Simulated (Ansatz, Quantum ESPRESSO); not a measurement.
# How dense a k mesh does a surface level need? 12 metal slabs

At which mesh does the vacuum level stand still, and does the error fall steadily on the way?

**Method.** Quantum ESPRESSO 7.5, PBE; structures as built, not relaxed; open boundaries by ESM (bc1). The level is the vacuum level over the Fermi level, or over the highest filled level of the mesh where there is a gap. The pseudopotential set stands with each system; sheets are single layers. Six meshes, from a spacing of 0.10 to 0.6 Å⁻¹ (2π included); cold smearing of 0.02 Ry for metal slabs. A mesh counts as settled if it and all finer ones stay within 20 meV of the finest.

The runs side by side:

```
                        system         zero  finest mesh  coarsest settled mesh  its spacing (1/Å)  largest error (meV)  CPU time over the finest's
      Al(111), 5 layers [GBRV]  Fermi level      26×26×1                10×10×1               0.25                  223                        0.32
      Cr(110), 5 layers [SG15]  Fermi level      27×27×1                  7×7×1               0.38                  148                        0.08
     Hf(0001), 4 layers [SG15]  Fermi level      23×23×1                  6×6×1               0.38                   82                        0.16
      Li(100), 5 layers [GBRV]  Fermi level      19×19×1                  7×7×1               0.26                   50                        0.26
      Li(110), 5 layers [SG15]  Fermi level      23×23×1                  8×8×1               0.28                  184                        0.20
Nb(110), 5 layers [PseudoDojo]  Fermi level      24×24×1                  6×6×1               0.39                  115                        0.07
      Pd(100), 5 layers [SSSP]  Fermi level      23×23×1                  9×9×1               0.25                  147                        0.22
      Pd(111), 5 layers [GBRV]  Fermi level      27×27×1                14×14×1               0.19                  137                        0.44
      Pt(100), 5 layers [GBRV]  Fermi level      23×23×1                12×12×1               0.19                  178                        0.40
      Rh(100), 5 layers [SSSP]  Fermi level      24×24×1                  9×9×1               0.26                   83                        0.26
     Sc(0001), 4 layers [GBRV]  Fermi level      22×22×1                  4×4×1               0.55                   14                        0.17
       V(110), 5 layers [GBRV]  Fermi level      26×26×1                  7×7×1               0.36                   31                        0.10
```

**Reading.** Where a coarser mesh serves, its spacing runs from 0.19 (Pd(111), 5 layers [GBRV]) to 0.55 1/Å (Sc(0001), 4 layers [GBRV]). In 2 of 12 series a coarser mesh lands nearer the finest than a finer one did, so a single pair of meshes can mislead.

Caveats: One smearing a system; for metals a wider one would smooth the series. CPU times come from shared hosts of several kinds and are rough. Magnetic sheets, graphene and its kin, series that mix a Fermi level with a valence top, and 2H sheets in mesh series are left out of these tables, since their level hangs on where the mesh or the smearing puts the zero.

[Logs are printed without paths, hosts, clocks, repeated set-up lines and the standing remarks that a program may print on its own settings, such as how far it seeks lower states.]
